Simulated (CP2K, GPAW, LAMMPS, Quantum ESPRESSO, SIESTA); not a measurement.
**How far do other methods lie from plane waves? Amorphous film on crystalline SiC, (110) (192 atoms)**

Aim: forces of amorphous film on crystalline SiC, (110) (192 atoms) at one geometry, from other programs and methods, against plane-wave PBE.

Results are calculated, not measured.

**1. The structure**

The cell holds 192 atoms (96 Si and 96 C), with edges of 8.72, 12.33 and 30.74 Å. Recipe: A 2 x 2 x 3 block of zincblende SiC (a = 4.36 Å) with its (110) planes normal to z; the lower 67 % held fixed, the rest melted at 5000 K for 10 ps and cooled to 300 K at 200 K/ps with the Erhart-Albe potential (Erhart and Albe, Phys. Rev. B 71, 035211 (2005)); then all atoms free for 10 ps at 300 K, under 12 Å of vacuum.

**2. The reference input**

Quantum ESPRESSO 7.5: Kohn-Sham DFT, PBE, SSSP efficiency 1.3.0 pseudopotentials, plane waves. Its input, pw.in:

```
&control
  calculation = 'scf'
  pseudo_dir = './pseudo'
  outdir = './tmp'
  disk_io = 'none'
  tprnfor = .true.
/
&system
  ibrav = 0
  nat = 192
  ntyp = 2
  ecutwfc = 45
  ecutrho = 360
  nosym = .true.
  occupations = 'smearing'
  smearing = 'fd'
  degauss = 0.003675
/
&electrons
  conv_thr = 9.6e-07
  electron_maxstep = 100
  mixing_beta = 0.2
  mixing_mode = 'local-TF'
  diagonalization = 'david'
/
ATOMIC_SPECIES
Si 28.085 Si.upf
C 12.011 C.upf
CELL_PARAMETERS angstrom
8.72000 0.00000 0.00000
0.00000 12.33194 0.00000
0.00000 0.00000 30.74453
ATOMIC_POSITIONS crystal
Si 0.72063 0.97021 0.02264
C 0.85288 0.97245 0.06993
Si 0.98368 0.34277 0.06673
C 0.10954 0.34674 0.11853
[... 186 atom lines left out ...]
Si 0.23152 0.72212 0.52360
C 0.36037 0.71066 0.47476
K_POINTS gamma
```

```console
$ OMP_NUM_THREADS=1 mpirun -np 8 pw.x -in pw.in > output.txt
```

It took 20 min on 8 MPI ranks of Arm Neoverse N1, shared host; peak memory 13 GiB; 2.7 h of CPU time.

It converged with an r.m.s. force component of 0.82 eV/Å.

**3. What was run beside it**

- CP2K 2026.2: Gaussian basis with GTH pseudopotentials and a plane-wave density; labels give functional, basis (MOLOPT sets; SR short-range, UZH the newer set with its own potentials), grid cutoff/relative cutoff and solver (OT: orbital transformation; TRS4, TC2, SIGN: linear-scaling purification with its sparsity filter), or its built-in tight binding.
- GPAW 26.7.0: PAW with atomic orbitals (LCAO), plane waves or a real-space grid of spacing h.
- SIESTA 5.4.2: numerical atomic orbitals, whose automatically made sets are far from complete, with PseudoDojo norm-conserving potentials that we converted to its format (checked against plane waves on the same files for H, C, O, Si, Ge and Ca alone); labels give functional, basis size, energy shift and mesh cutoff.

All use the same cell and atoms, and the electronic-structure runs the same k-mesh.

**4. Side by side**

Differences are against the reference: forces as r.m.s. over components, share as that over the reference's r.m.s. force, slope as the fitted ratio of a run's forces to the reference's.

```csv
run,"Δ force, r.m.s. (meV/Å)",share (%),slope,cores,CPU time,memory (GiB)
reference,-,-,-,8,2.7 h,13
"CP2K PBE, DZVP-MOLOPT-SR, 450/50 Ry, diagonalisation",37.8,4.61,1.006,4,53 min,7.9
"GPAW PBE, LCAO dzp, h 0.2 Å",82.4,10.0,1.010,4,1.6 h,6.4
"SIESTA PBE, DZ, shift 0.01 Ry, mesh 300 Ry (coarse)",321,39.1,1.008,2,16 min,2.1
"SIESTA PBE, DZP, shift 0.01 Ry, mesh 300 Ry",86.6,10.6,1.009,4,52 min,4.2
"SIESTA PBE, SZP, shift 0.01 Ry, mesh 300 Ry (coarse)",284,34.6,1.020,2,33 min,3.0
```

Rows marked coarse were listed beforehand as settings not expected to be converged; some can still land near the reference.

Runs without a result: CP2K PBE, TZVP-MOLOPT, 450/50 Ry, diagonalisation (cut off at its time limit); CP2K PBE, SZV-MOLOPT-SR, 450/50 Ry, diagonalisation (cut off at its time limit); GPAW PBE, LCAO szp(dzp), h 0.2 Å (cut off at its time limit); GPAW revPBE, LCAO dzp, h 0.2 Å (cut off at its time limit).

CPU time is summed over cores on shared hosts, so it is rough.

**5. What came out**

Forces lie from 4.6 % (CP2K PBE, DZVP-MOLOPT-SR, 450/50 Ry, diagonalisation) to 39 % (SIESTA PBE, DZ, shift 0.01 Ry, mesh 300 Ry, coarse) of the reference's r.m.s. force of 0.82 eV/Å away from it. The PBE runs in local orbitals, coarse settings apart, differ by 4.6 % (CP2K PBE, DZVP-MOLOPT-SR, 450/50 Ry, diagonalisation) to 11 % (SIESTA PBE, DZP, shift 0.01 Ry, mesh 300 Ry); basis, grid and potentials can all enter. Runs with settings chosen to be coarse differ by 35 % (SIESTA PBE, SZP, shift 0.01 Ry, mesh 300 Ry) to 39 % (SIESTA PBE, DZ, shift 0.01 Ry, mesh 300 Ry), their programs' other errors included.

Caveats: The network of bonds at the start is that of the classical potential that made the cell, and needn't be the one that DFT or experiment would give. The runs have no spin polarisation, so any moments at edges, vacancies or dangling bonds can't form. The electronic-structure runs sample only Γ, in a cell whose shortest periodic width is 9 Å, which is coarse for a cell with partly filled levels. The slab repeats along its normal with no dipole correction. Where levels are smeared, the DFT runs use Fermi–Dirac occupations at 580 K (0.05 eV), and energies are free energies. The reference's cutoffs and mesh weren't converged further here.

[Logs are printed without paths, hosts, clocks, repeated set-up lines and the standing remarks that a program may print on its own settings, such as how far it seeks lower states.]

[Hosts, paths, dates, database ids (printed as entryN), source tags and the programs' standing remarks are cut or masked in the printed files.]

[Cells were taken only where this reference lay near another plane-wave run.]
